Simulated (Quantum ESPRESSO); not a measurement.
# E(q) of MnPt from supercells, part 2 of 2

Wanted: E(q) of MnPt at simple fractions of a reciprocal vector.

Quantum ESPRESSO 7.5; LDA; plane waves with GBRV 1.5 LDA potentials, no spin-orbit coupling, flat spiral in a supercell.

So far: Set-up; Parallel moments, one cell; One turn in 2 cells along the input cell's a; One turn in 3 cells along the input cell's a.

## Step 5: One turn in 4 cells along the input cell's a

Neighbouring cells are turned by 90° in the xy plane; the cell holds 8 atoms.

Contents of pw.in:

```
&CONTROL
  calculation = 'scf'
  prefix = 'pwscf'
  outdir = './tmp'
  pseudo_dir = './pseudo'
  disk_io = 'nowf'
/
&SYSTEM
  ibrav = 0
  celldm(1) = 8
  nat = 8
  ntyp = 8
  ecutwfc = 34
  ecutrho = 238
  nbnd = 154
  occupations = 'smearing'
  smearing = 'fd'
  degauss = 0.00367493
  noncolin = .true.
  starting_magnetization(1) = 0.2333
  angle1(1) = 90
  angle2(1) = 0
  starting_magnetization(2) = 0.2333
  angle1(2) = 90
  angle2(2) = 90
  starting_magnetization(3) = 0.2333
  angle1(3) = 90
  angle2(3) = 180
  starting_magnetization(4) = 0.2333
  angle1(4) = 90
  angle2(4) = -90
  starting_magnetization(5) = 0
  starting_magnetization(6) = 0
  starting_magnetization(7) = 0
  starting_magnetization(8) = 0
/
&ELECTRONS
  conv_thr = 1.6d-08
  electron_maxstep = 150
  mixing_beta = 0.3
/
ATOMIC_SPECIES
Mn1    54.9380 mn_lda_v1.5.uspp.F.UPF
Mn2    54.9380 mn_lda_v1.5.uspp.F.UPF
Mn3    54.9380 mn_lda_v1.5.uspp.F.UPF
Mn4    54.9380 mn_lda_v1.5.uspp.F.UPF
Pt1   195.0840 pt_lda_v1.4.uspp.F.UPF
Pt2   195.0840 pt_lda_v1.4.uspp.F.UPF
Pt3   195.0840 pt_lda_v1.4.uspp.F.UPF
Pt4   195.0840 pt_lda_v1.4.uspp.F.UPF
CELL_PARAMETERS alat
   2.6739624663455    0.0000000000000    0.0000000000000
   0.0000000000000    0.6684906165864    0.0000000000000
   0.0000000000000    0.0000000000000    0.8645497020163
ATOMIC_POSITIONS crystal
Mn1     0.0000000000    0.0000000000    0.0000000000
Mn2     0.2500000000    0.0000000000    0.0000000000
Mn3     0.5000000000    0.0000000000    0.0000000000
Mn4     0.7500000000    0.0000000000    0.0000000000
Pt1     0.1250000000    0.5000000000    0.5000000000
Pt2     0.3750000000    0.5000000000    0.5000000000
Pt3     0.6250000000    0.5000000000    0.5000000000
Pt4     0.8750000000    0.5000000000    0.5000000000
K_POINTS automatic
3 6 6 0 0 0
```

Launch:

```bash
$ OMP_NUM_THREADS=1 mpirun -n 4 pw.x -nk 4 -in pw.in > pw.out
```

The log of the run:

```text
     [... lines left out ...]
Program PWSCF v.7.5 starts
     [... lines left out ...]
     number of atoms/cell      =            8
     [... lines left out ...]
     number of electrons       =       124.00
     number of Kohn-Sham states=          154
     kinetic-energy cutoff     =      34.0000  Ry
     charge density cutoff     =     238.0000  Ry
     scf convergence threshold =      1.6E-08
     [... lines left out ...]
     Noncollinear calculation without spin-orbit
     [... lines left out ...]
      2 Sym. Ops. (no inversion) found
     [... lines left out ...]
     number of k points=    60  Fermi-Dirac smearing, width (Ry)=  0.0037
     [... lines left out ...]
     iteration # 22     ecut=    34.00 Ry     beta= 0.30
     [... lines left out ...]
     atom number    1 relative position :    0.0000   0.0000   0.0000
     [... lines left out ...]
     magnetization :          3.586427    0.001373   -0.000000
     [... lines left out ...]
     atom number    2 relative position :    0.6685   0.0000   0.0000
[...]
magnetization :          0.001369    3.586422    0.000000
[...]
atom number    3 relative position :    1.3370   0.0000   0.0000
[...]
magnetization :         -3.586444   -0.000941    0.000000
[...]
atom number    4 relative position :    2.0055   0.0000   0.0000
[...]
magnetization :         -0.000925   -3.586444   -0.000000
     [... lines left out ...]
     atom number    5 relative position :    0.3342   0.3342   0.4323
     [... lines left out ...]
     magnetization :          0.144062    0.144061    0.000000
     [... lines left out ...]
     atom number    6 relative position :    1.0027   0.3342   0.4323
     [... lines left out ...]
     magnetization :         -0.143951    0.143976   -0.000000
     [... lines left out ...]
     atom number    7 relative position :    1.6712   0.3342   0.4323
     [... lines left out ...]
     magnetization :         -0.144044   -0.144043   -0.000000
     [... lines left out ...]
     atom number    8 relative position :    2.3397   0.3342   0.4323
     [... lines left out ...]
     magnetization :          0.143981   -0.143954    0.000000
     [... lines left out ...]
     the Fermi energy is    18.5802 ev
!    total energy              =   -1688.05141468 Ry
     estimated scf accuracy    <          5.8E-09 Ry
     smearing contrib. (-TS)   =      -0.00290314 Ry
     [... lines left out ...]
     total magnetization       =     0.00     0.00    -0.00 Bohr mag/cell
     absolute magnetization    =    15.96 Bohr mag/cell
     convergence has been achieved in  22 iterations
```

The job ended after 9.5 min (4 MPI ranks of Arm Neoverse V1, shared host; peak memory 1.6 GiB).

Numbers from this step:

| Property | Result |
| --- | --- |
| smearing term TS | 0.03950 eV |
| magnetization | 0, 0, 0 μB |
| absolute magnetization | 15.96 μB |
| final state | non-collinear |
| largest moment | 3.586 μB |

## Step 6: What a mistake does

One input was spoiled on purpose, to see how the program answers.

Contents of pw.in:

```
&CONTROL
  calculation = 'scf'
  prefix = 'pwscf'
  outdir = './tmp'
  pseudo_dir = './pseudo'
  disk_io = 'nowf'
/
&SYSTEM
  ibrav = 0
  nat = 2
  ntyp = 2
  ecutwfc = 34
  ecutrho = 238
  nbnd = 24
  occupations = 'smearing'
  smearing = 'fd'
  degauss = 0.00367493
  nspin = 2
  starting_magnetization(1) = 0.2333
  starting_magnetization(2) = 0
&ELECTRONS
  conv_thr = 4d-09
  electron_maxstep = 60
  mixing_beta = 0.3
/
ATOMIC_SPECIES
Mn     54.9380 mn_lda_v1.5.uspp.F.UPF
Pt    195.0840 pt_lda_v1.4.uspp.F.UPF
CELL_PARAMETERS angstrom
   2.8300000000    0.0000000000    0.0000000000
   0.0000000000    2.8300000000    0.0000000000
   0.0000000000    0.0000000000    3.6600000000
ATOMIC_POSITIONS crystal
Mn      0.0000000000    0.0000000000    0.0000000000
Pt      0.5000000000    0.5000000000    0.5000000000
K_POINTS automatic
6 6 6 0 0 0
```

The log of the run:

```text
     [... lines left out ...]
Program PWSCF v.7.5 starts
     Error in routine  read_namelists (1):
      bad line in namelist &system: "&ELECTRONS" (error could be in the previous line)
 %%%%%%%%%%%%%%%%%%%%%%%%%%%%%%%%%%%%%%%%%%%%%%%%%%%%%%%%%%%%%%%%%%%%%%%%%%%%%%
     stopping ...
```

It took 0.47 s on 4 MPI ranks; peak memory 0.05 GiB.

The program refused the input before any cycle.

The program's message: “read_namelists (1): bad line in namelist &system: "&ELECTRONS" (error could be in the previous line)”

The fault put into the input: a namelist without its slash.

## Step 7: The spirals together

Spirals:

```tsv
q along the reciprocal vector	energy less that at q = 0 (meV a seeded atom)	largest site moment (μB)	typed angles kept	CPU time (s)
0	0	3.583	yes	144.1
0.25	-122.3	3.586	yes	2278
0.3333	-180	3.585	yes	1285
0.5	-242	3.578	yes	347.2
```

The energy less that at q = 0, self-consistent by path:

```tsv
path (Å⁻¹)	energy less that at q = 0, self-consistent (meV a seeded atom)
0.000	0
0.555	-122
0.740	-180
1.110	-242
```

## Step 8: Summary of results

| Property | Result |
| --- | --- |
| lowest point | q = 0.5 along a*, -242 meV a seeded atom |
| highest point | q = 0, 0 meV a seeded atom |

**Reading.** The state at q = 0.5 lies 242 meV a seeded atom under the parallel one, with neighbouring cells opposed. The moment changes by 0.22 % between the spirals. The cell of 4 repeats took 16 times the CPU time of the single cell, though its mesh is shorter in proportion. Here a and a* are vectors of the cell in the input, which need not be the conventional cell, and only this direction was probed. The mesh is coarse, so differences of some ten meV can be noise in a metal. The cutoff lies under the 40 Ry that these files are usually run at.

[Logs and program files are shortened in this print: banners, set-up blocks, solver, clock and traceback lines can be left out without a mark of their own.]

[Logs are printed without paths, hosts, clocks, repeated set-up lines and the standing remarks that a program may print on its own settings, such as how far it seeks lower states.]

[Hosts, paths, dates, database ids (printed as entryN), source tags and the programs' standing remarks are cut or masked in the printed files.]

[Where a cell is said to come from a database of computed structures, the database is the Materials Project.]
